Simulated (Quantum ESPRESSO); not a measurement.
## N K ELNES/XANES of BN (P6_3/mmc) from DFT

Aim: the near-edge shape at the N K edge of BN (P6_3/mmc), and what the core hole does to it.

Method: X-ray absorption near-edge structure, plane-wave PAW LDA, one-electron final states by a Lanczos continued fraction, in Quantum ESPRESSO 7.5.

This is a report of a sequence of runs, with most program output left out.

The database entry behind the starting cell differs from later determinations by our own check (about 0.3 % short, minor phase), so it need not match the best structure at ambient conditions.

## (1) Set-up

The structure is hexagonal, space group P6_3/mmc (No. 194). The conventional cell has a = 2.498 Å, b = 2.498 Å, c = 6.636 Å, α = 90.00°, β = 90.00°, γ = 120.00°. Nearest to N lie 3 B at 1.44 Å. Nearest to B lie 3 N at 1.44 Å. Farther neighbours and most contacts between anions are not listed.

## (2) The field without a hole

A plain self-consistent run shows whether there is a gap, which decides the set-up of the core-hole run.

The PAW data sets are made with ld1.x, with reconstruction data.

scf.in reads:

```
&control
   calculation='scf', prefix='x', pseudo_dir='../pp', outdir='tmp', tprnfor=.true.
/
&system
   ibrav=0, nat=4, ntyp=3, nbnd=12
   ecutwfc=46, ecutrho=370
   occupations='smearing', smearing='mv', degauss=0.015
/
&electrons
   conv_thr=4.0e-08, electron_maxstep=120
   mixing_beta=0.5
/
ATOMIC_SPECIES
Na 1.0 N.lda-n-kjpaw.UPF
N 1.0 N.lda-n-kjpaw.UPF
B 1.0 B.lda-n-kjpaw.UPF
CELL_PARAMETERS angstrom
  2.49824000 0.00000000 0.00000000
  -1.24912000 2.16353930 0.00000000
  0.00000000 0.00000000 6.63570000
ATOMIC_POSITIONS crystal
Na   0.66666667 0.33333333 0.25000000
N    0.33333333 0.66666667 0.75000000
B    0.66666667 0.33333333 0.75000000
B    0.33333333 0.66666667 0.25000000
K_POINTS automatic
12 12 4 0 0 0
```

Started as:

```bash
$ OMP_NUM_THREADS=1 mpirun --oversubscribe --bind-to none -np 8 pw.x -nk 8 -in scf.in > scf.out
```

Elapsed: 3.8 s, on 8 MPI ranks of Intel Xeon Platinum 8488C (Sapphire Rapids), shared host; peak memory 0.07 GiB.

Absorbing atoms carry a label of their own (element plus a letter or digit), as the spectrum program needs them as separate species.

The mesh shows a gap of 4.10 eV, so the hole is first treated in a charged cell, without the excited electron.

## (3) Spectrum without a core hole, N atom 1

Without a hole the spectrum is the empty density of states of the right symmetry on the absorber, weighted by matrix elements. It needs only the small cell and serves as the baseline.

The absorber has 3 B at 1.44 Å (trigonal planar, site symmetry -6m2).

xspectra.in reads:

```
&input_xspectra
   calculation='xanes_dipole', edge='K'
   prefix='x', outdir='tmp', xiabs=1, xe0=6.5366
   xonly_plot=.false., x_save_file='xanes.sav'
   xniter=3000, xcheck_conv=20, xerror=0.005
   xcoordcrys=.false., xepsilon(1)=1, xepsilon(2)=0, xepsilon(3)=0
/
&plot
   xnepoint=413, xemin=-10, xemax=45, terminator=.true., cut_occ_states=.true.
   xgamma=0.4
/
&pseudos
   filecore='../N.wfc'
/
&cut_occ
   cut_desmooth=0.1, cut_stepl=0.05, cut_stepu=0.05, cut_ierror=1e-5
/
10 10 4 0 0 0
```

Started as:

```bash
$ OMP_NUM_THREADS=1 mpirun --oversubscribe --bind-to none -np 8 xspectra.x -nk 8 -in xspectra.in > xspectra.out
```

The job ended after 16 s (8 MPI ranks; peak memory 0.08 GiB; 2.1 min of CPU time).

The N K spectrum, N atom 1, no core hole (energy from the lowest empty level; intensity scaled to a mean of 1 over the first 20 eV; the points at xe0, where the cut of filled states can leave a spike, are interpolated; polarised curves are means over the symmetry-equivalent atoms):

```
E (eV)  isotropic  ε ⊥ c  ε ∥ c
  -2.0       0.03   0.02   0.07
  -1.0       0.05   0.02   0.11
   0.0       0.12   0.02   0.30
   1.0       0.39   0.04   1.09
   2.0       0.57   0.07   1.56
   3.0       0.79   0.11   2.14
   4.0       0.78   0.13   2.08
   5.0       0.79   0.22   1.93
   6.0       0.57   0.38   0.95
   7.0       0.78   0.74   0.87
   8.0       1.26   1.39   1.02
   9.0       1.42   1.69   0.89
  10.0       0.83   1.04   0.41
  11.0       0.88   1.17   0.28
  12.0       0.68   0.91   0.21
  13.0       0.95   1.32   0.23
  14.0       1.12   1.36   0.63
  15.0       1.30   1.68   0.56
  16.0       2.06   2.73   0.73
  17.0       1.88   2.51   0.62
  18.0       1.37   1.46   1.20
  19.0       0.99   0.93   1.11
  20.0       0.57   0.52   0.65
  21.0       0.46   0.45   0.47
  22.0       0.51   0.57   0.40
  23.0       0.58   0.76   0.22
  24.0       0.46   0.56   0.26
  25.0       0.54   0.61   0.39
  26.0       0.56   0.63   0.42
  27.0       0.45   0.39   0.56
  28.0       0.45   0.23   0.89
  29.0       0.52   0.24   1.08
  30.0       0.40   0.20   0.80
  31.0       0.51   0.22   1.09
  32.0       0.39   0.28   0.63
```

Main maxima below 24 eV (height): 3.2 eV (0.81), 5.0 eV (0.80), 8.6 eV (1.53), 10.9 eV (0.88), 13.6 eV (1.21) and 16.3 eV (2.15). A K edge sees empty p states; at this planar three-fold site the curve for the electric vector normal to the plane peaks at 3.2 eV, where it is mainly π* that absorbs: that direction carries over 70 % of the weight there.

## (4) Another broadening

The final state's lifetime shortens with energy, so measured features broaden above the edge; the saved Lanczos coefficients are redrawn with a width that grows.

xspectra_plot.in reads:

```
&input_xspectra
   calculation='xanes_dipole', edge='K'
   prefix='x', outdir='tmp', xiabs=1, xe0=6.5366
   xonly_plot=.true., x_save_file='xanes.sav'
   xniter=3000, xcheck_conv=20, xerror=0.005
   xcoordcrys=.false., xepsilon(1)=1, xepsilon(2)=0, xepsilon(3)=0
/
&plot
   xnepoint=413, xemin=-10, xemax=45, terminator=.true., cut_occ_states=.true.
   gamma_mode='variable', gamma_energy(1)=4, gamma_energy(2)=25, gamma_value(1)=0.3, gamma_value(2)=2.5
/
&pseudos
   filecore='../N.wfc'
/
&cut_occ
   cut_desmooth=0.1, cut_stepl=0.05, cut_stepu=0.05, cut_ierror=1e-5
/
10 10 4 0 0 0
```

Started as:

```bash
$ OMP_NUM_THREADS=1 xspectra.x -in xspectra_plot.in > xspectra_plot.out
```

Elapsed: 7 s, on 1 MPI rank; peak memory 0.06 GiB.

With a Lorentzian half width 0.3 eV up to 4 eV, rising linearly to 2.5 eV at 25 eV (counted from xe0, 2.1 eV below the zero used here), the maxima are 3.2 eV (0.87), 8.6 eV (1.30) and 16.3 eV (1.48).

## (5) Reference energy of the supercell

The photon energy needs a difference of total energies, so the cell and mesh of the coming hole run are first run without a hole.

scf.in reads:

```
&control
   calculation='scf', prefix='x', pseudo_dir='../pp', outdir='tmp', tprnfor=.true.
/
&system
   ibrav=0, nat=16, ntyp=2, nbnd=36
   ecutwfc=46, ecutrho=370
   occupations='fixed'
/
&electrons
   conv_thr=1.6e-07, electron_maxstep=120
   mixing_beta=0.5
/
ATOMIC_SPECIES
N 1.0 N.lda-n-kjpaw.UPF
B 1.0 B.lda-n-kjpaw.UPF
CELL_PARAMETERS angstrom
  4.99648000 0.00000000 0.00000000
  -2.49824000 4.32707861 0.00000000
  0.00000000 0.00000000 6.63570000
ATOMIC_POSITIONS crystal
N    0.33333333 0.16666667 0.25000000
N    0.33333333 0.66666667 0.25000000
N    0.83333333 0.16666667 0.25000000
N    0.83333333 0.66666667 0.25000000
N    0.16666667 0.33333333 0.75000000
N    0.16666667 0.83333333 0.75000000
N    0.66666667 0.33333333 0.75000000
N    0.66666667 0.83333333 0.75000000
B    0.33333333 0.16666667 0.75000000
B    0.33333333 0.66666667 0.75000000
B    0.83333333 0.16666667 0.75000000
B    0.83333333 0.66666667 0.75000000
B    0.16666667 0.33333333 0.25000000
B    0.16666667 0.83333333 0.25000000
B    0.66666667 0.33333333 0.25000000
B    0.66666667 0.83333333 0.25000000
K_POINTS automatic
4 4 3 0 0 0
```

Started as:

```bash
$ OMP_NUM_THREADS=1 mpirun --oversubscribe --bind-to none -np 8 pw.x -nk 8 -in scf.in > scf.out
```

Wall time 8.9 s (8 MPI ranks); peak memory 0.13 GiB.

Reference energy: -17221.679 eV with the cores included.

## (6) The atom with a core hole

The frozen core must hold the hole, so the absorber gets a data set of its own.

N.lda-n-kjpaw-1sch.ld1.in reads:

```
&input
   title='N', zed=7., rel=1, iswitch=3, dft='PZ',
   config='1s1 2s2 2p4'
/
&inputp
   file_pseudopw='N.lda-n-kjpaw-1sch.UPF', author='',
   lpaw=.true.,
   pseudotype=3,
   lloc=-1,
   rcloc=1.2,
   which_augfun='PSQ',
   rmatch_augfun_nc=.true.,
   nlcc=.true.,
   new_core_ps=.true.,
   rcore=0.7,
   tm=.true.,
   zval=6,
   lgipaw_reconstruction=.true., use_paw_as_gipaw=.true.
/
4
2S  1  0  2.00  0.00  1.00  1.30  0.0
2S  1  0  0.00  2.00  1.00  1.30  0.0
2P  2  1  4.00  0.00  0.90  1.35  0.0
2P  2  1  0.00  0.05  0.90  1.35  0.0
```

Started as:

```bash
$ ld1.x < N.lda-n-kjpaw-1sch.ld1.in > N.lda-n-kjpaw-1sch.ld1.out
```

Run time: 0.77 s. Hardware: 1 MPI rank; peak memory 0.12 GiB.

Removing the core electron and adding it to the valence shell costs the free atom 399.6 eV.

## (7) Supercell with FCH, N atom 1

The holes are 5.0 Å apart. The excited electron is left out and a uniform background balances the charge.

scf.in: that of step 5 with these lines changed.

```diff
@@ -4,5 +4,6 @@
 &system
-   ibrav=0, nat=16, ntyp=2, nbnd=36
+   ibrav=0, nat=16, ntyp=3, nbnd=36
    ecutwfc=46, ecutrho=370
    occupations='fixed'
+   tot_charge=1
 /
@@ -13,2 +14,3 @@
 ATOMIC_SPECIES
+Nh 1.0 N.lda-n-kjpaw-1sch.UPF
 N 1.0 N.lda-n-kjpaw.UPF
@@ -20,3 +22,3 @@
 ATOMIC_POSITIONS crystal
-N    0.33333333 0.16666667 0.25000000
+Nh   0.33333333 0.16666667 0.25000000
 N    0.33333333 0.66666667 0.25000000
```

Started as:

```bash
$ OMP_NUM_THREADS=1 mpirun --oversubscribe --bind-to none -np 8 pw.x -nk 8 -in scf.in > scf.out
```

Run time: 8.6 s. Hardware: 8 MPI ranks; peak memory 0.13 GiB.

Energy with the hole: -16826.610 eV, cores included.

## (8) Spectrum with FCH, N atom 1

The Lanczos recursion gives the spectrum without computing empty bands; each polarisation needs a run of its own on the full k mesh. xe0 is set between filled and empty states, and states below it are cut. The file of filecore holds the core orbital, taken from the hole-free data set.

xspectra.in: that of step 3 with these lines changed.

```diff
@@ -2,3 +2,3 @@
    calculation='xanes_dipole', edge='K'
-   prefix='x', outdir='tmp', xiabs=1, xe0=6.5366
+   prefix='x', outdir='tmp', xiabs=1, xe0=6.6543
    xonly_plot=.false., x_save_file='xanes.sav'
@@ -17,2 +17,2 @@
 /
-10 10 4 0 0 0
+5 5 4 0 0 0
```

xspectra_1.in, as its differences from xspectra.in of step 8:

```diff
@@ -5,3 +5,3 @@
    xniter=3000, xcheck_conv=20, xerror=0.005
-   xcoordcrys=.false., xepsilon(1)=1, xepsilon(2)=0, xepsilon(3)=0
+   xcoordcrys=.false., xepsilon(1)=0, xepsilon(2)=0, xepsilon(3)=1
 /
```

Started as:

```bash
$ OMP_NUM_THREADS=1 mpirun --oversubscribe --bind-to none -np 8 xspectra.x -nk 8 -in xspectra.in > xspectra.out
```

Run time: 55 s. Hardware: 8 MPI ranks; peak memory 0.11 GiB.

The N K spectrum, N atom 1, full core hole (charged cell) (energy from the lowest empty level; intensity scaled to a mean of 1 over the first 20 eV; the points at xe0, where the cut of filled states can leave a spike, are interpolated; polarised curves are means over the symmetry-equivalent atoms):

```
E (eV)  isotropic  ε ⊥ c  ε ∥ c
  -2.0       0.05   0.03   0.10
  -1.5       0.07   0.03   0.16
  -1.0       0.10   0.04   0.24
  -0.5       0.18   0.04   0.46
   0.0       0.42   0.05   1.18
   0.5       0.66   0.06   1.88
   1.0       0.69   0.07   1.94
   1.5       0.85   0.10   2.34
   2.0       0.71   0.14   1.85
   2.5       0.58   0.21   1.34
   3.0       0.56   0.29   1.12
   3.5       0.59   0.40   0.95
   4.0       0.71   0.56   1.00
   4.5       0.84   0.83   0.85
   5.0       1.18   1.23   1.07
   5.5       1.48   1.77   0.91
   6.0       1.69   2.29   0.49
   6.5       2.04   2.91   0.31
   7.0       2.08   2.93   0.37
   7.5       1.87   2.55   0.53
   8.0       1.74   2.30   0.61
   8.5       1.47   1.98   0.46
   9.0       1.34   1.83   0.37
   9.5       1.07   1.41   0.39
  10.0       0.86   1.12   0.33
  10.5       0.77   1.01   0.28
  11.0       0.78   1.04   0.25
  11.5       0.95   1.31   0.23
  12.0       0.96   1.35   0.18
  12.5       0.93   1.31   0.17
  13.0       1.00   1.42   0.16
  13.5       1.19   1.68   0.21
  14.0       1.74   2.44   0.34
  14.5       1.49   1.95   0.59
  15.0       1.16   1.40   0.68
  15.5       1.02   1.21   0.63
  16.0       0.74   0.76   0.72
  16.5       0.60   0.51   0.78
  17.0       0.46   0.38   0.62
  17.5       0.49   0.35   0.78
  18.0       0.55   0.29   1.06
  18.5       0.64   0.30   1.34
  19.0       0.55   0.30   1.04
  19.5       0.51   0.32   0.89
  20.0       0.46   0.39   0.60
  20.5       0.41   0.41   0.42
  21.0       0.46   0.50   0.37
  21.5       0.47   0.55   0.30
  22.0       0.44   0.51   0.31
  22.5       0.37   0.42   0.27
  23.0       0.25   0.27   0.22
  23.5       0.21   0.20   0.22
  24.0       0.20   0.19   0.23
  24.5       0.24   0.25   0.23
  25.0       0.33   0.37   0.26
  25.5       0.36   0.36   0.37
  26.0       0.32   0.24   0.50
  26.5       0.30   0.19   0.52
  27.0       0.32   0.20   0.57
  27.5       0.36   0.19   0.70
  28.0       0.37   0.16   0.79
  28.5       0.35   0.14   0.75
  29.0       0.35   0.13   0.79
  29.5       0.42   0.16   0.92
  30.0       0.39   0.17   0.84
  30.5       0.34   0.17   0.67
  31.0       0.41   0.22   0.79
  31.5       0.36   0.25   0.58
  32.0       0.33   0.28   0.45
```

Main maxima below 24 eV (height): 1.7 eV (0.86), 6.8 eV (2.10), 12.2 eV (0.98), 14.1 eV (1.75), 18.5 eV (0.64) and 21.3 eV (0.48). A K edge sees empty p states; at this planar three-fold site the curve for the electric vector normal to the plane peaks at 1.6 eV, where it is mainly π* that absorbs: that direction carries over 70 % of the weight there.

The hole costs E(hole) − E(ground) = 395.07 eV, and the lowest empty level of the hole cell lies at 8.03 eV, which puts the zero at 403.10 eV. One term is added: -7.76 eV, since the hole is spin-paired here and a spin-polarised one costs that much less in the free atom (computed apart). The photon energy is then 395.34 eV. The functional and the charged cell's background leave an error in such absolute values: in the free atom LDA prices this hole 3.5 eV below PBE (computed apart), and PBE is itself good to a few eV.

## (9) Another broadening

xspectra_plot.in: that of step 4 with these lines changed.

```diff
@@ -2,3 +2,3 @@
    calculation='xanes_dipole', edge='K'
-   prefix='x', outdir='tmp', xiabs=1, xe0=6.5366
+   prefix='x', outdir='tmp', xiabs=1, xe0=6.6543
    xonly_plot=.true., x_save_file='xanes.sav'
@@ -17,2 +17,2 @@
 /
-10 10 4 0 0 0
+5 5 4 0 0 0
```

Started as:

```bash
$ OMP_NUM_THREADS=1 xspectra.x -in xspectra_plot.in > xspectra_plot.out
```

Elapsed: 3.1 s, on 1 MPI rank; peak memory 0.05 GiB.

With a Lorentzian half width 0.3 eV up to 4 eV, rising linearly to 2.5 eV at 25 eV (counted from xe0, 1.4 eV below the zero used here), the maxima are 0.5 eV (0.74), 1.7 eV (0.97), 2.8 eV (0.62), 6.8 eV (1.90) and 14.0 eV (1.14).

## (10) Another broadening

The saved Lanczos coefficients are redrawn with another constant width, to see how the features depend on it.

xspectra_plot.in: that of step 9 with these lines changed.

```diff
@@ -9,3 +9,3 @@
    xnepoint=413, xemin=-10, xemax=45, terminator=.true., cut_occ_states=.true.
-   gamma_mode='variable', gamma_energy(1)=4, gamma_energy(2)=25, gamma_value(1)=0.3, gamma_value(2)=2.5
+   xgamma=1.2
 /
```

Wall time 3.2 s (1 MPI rank); peak memory 0.05 GiB.

With a Lorentzian half width 1.2 eV, the maxima are 7.0 eV (1.69) and 14.1 eV (1.26).

## (11) Spectrum with FCH, other settings, N atom 1

Another set-up is tried: limit of Lanczos steps from 3000 to low.

xspectra.in: that of step 8 with these lines changed.

```diff
@@ -4,3 +4,3 @@
    xonly_plot=.false., x_save_file='xanes.sav'
-   xniter=3000, xcheck_conv=20, xerror=0.005
+   xniter=20, xcheck_conv=20, xerror=0.005
    xcoordcrys=.false., xepsilon(1)=1, xepsilon(2)=0, xepsilon(3)=0
@@ -17,2 +17,2 @@
 /
-5 5 4 0 0 0
+4 4 2 0 0 0
```

Started as:

```bash
$ OMP_NUM_THREADS=1 mpirun --oversubscribe --bind-to none -np 8 xspectra.x -nk 8 -in xspectra.in > xspectra.out
```

Run time: 6.9 s. Hardware: 8 MPI ranks; peak memory 0.12 GiB.

The run stopped without converging, so none of its numbers is a property of the system.

The fault put into the input: too few Lanczos steps.

The first core-hole run, which has the sound setting, is the one that is kept.

## (12) Supercell with XCH, N atom 1

The holes are 5.0 Å apart. The excited electron is kept in the cell, where it fills the lowest empty states and screens the hole.

Changed against the first core-hole run: core hole to XCH.

scf.in: that of step 7 with these lines changed.

```diff
@@ -4,6 +4,5 @@
 &system
-   ibrav=0, nat=16, ntyp=3, nbnd=36
+   ibrav=0, nat=16, ntyp=3, nbnd=40
    ecutwfc=46, ecutrho=370
-   occupations='fixed'
-   tot_charge=1
+   occupations='smearing', smearing='gaussian', degauss=0.003
 /
```

Started as:

```bash
$ OMP_NUM_THREADS=1 mpirun --oversubscribe --bind-to none -np 8 pw.x -nk 8 -in scf.in > scf.out
```

Wall time 8 s (8 MPI ranks); peak memory 0.14 GiB.

Energy with the hole: -16818.125 eV, cores included.

## (13) Excitation energy, N atom 1

With the excited electron kept in the cell the system stays neutral, and the energy difference is an excitation energy by itself. In a small cell that electron takes up a good share of the lowest empty band, or all of one, which shifts the value from the true onset.

The total-energy difference is 403.55 eV. With the free-atom term of -7.76 eV for this edge, the photon energy is 395.79 eV.

## (14) Reference energy of the supercell

The cell and mesh change for the next run, so it gets a reference energy of its own.

scf.in reads:

```
&control
   calculation='scf', prefix='x', pseudo_dir='../pp', outdir='tmp', tprnfor=.true.
/
&system
   ibrav=0, nat=8, ntyp=2, nbnd=20
   ecutwfc=46, ecutrho=370
   occupations='fixed'
/
&electrons
   conv_thr=8.0e-08, electron_maxstep=120
   mixing_beta=0.5
/
ATOMIC_SPECIES
N 1.0 N.lda-n-kjpaw.UPF
B 1.0 B.lda-n-kjpaw.UPF
CELL_PARAMETERS angstrom
  2.49824000 0.00000000 0.00000000
  -1.24912000 2.16353930 0.00000000
  0.00000000 0.00000000 13.27140000
ATOMIC_POSITIONS crystal
N    0.66666667 0.33333333 0.12500000
N    0.66666667 0.33333333 0.62500000
N    0.33333333 0.66666667 0.37500000
N    0.33333333 0.66666667 0.87500000
B    0.66666667 0.33333333 0.37500000
B    0.66666667 0.33333333 0.87500000
B    0.33333333 0.66666667 0.12500000
B    0.33333333 0.66666667 0.62500000
K_POINTS automatic
8 8 2 0 0 0
```

Elapsed: 5 s, on 8 MPI ranks; peak memory 0.08 GiB; 38 s of CPU time.

(Continued in part 2 of 2.)

[Logs are printed without paths, hosts, clocks, repeated set-up lines and the standing remarks that a program may print on its own settings, such as how far it seeks lower states.]

[Hosts, paths, dates, database ids (printed as entryN), source tags and the programs' standing remarks are cut or masked in the printed files.]

[Lists of maxima count a maximum above −3 eV only where it reaches 4 % of the highest in the window and stands out from its surroundings by 2 % of it (1.5 % where it reaches 55 %); shoulders and weaker maxima are passed over, and of the rest the first, up to two pre-edge ones and the few strongest are named.]
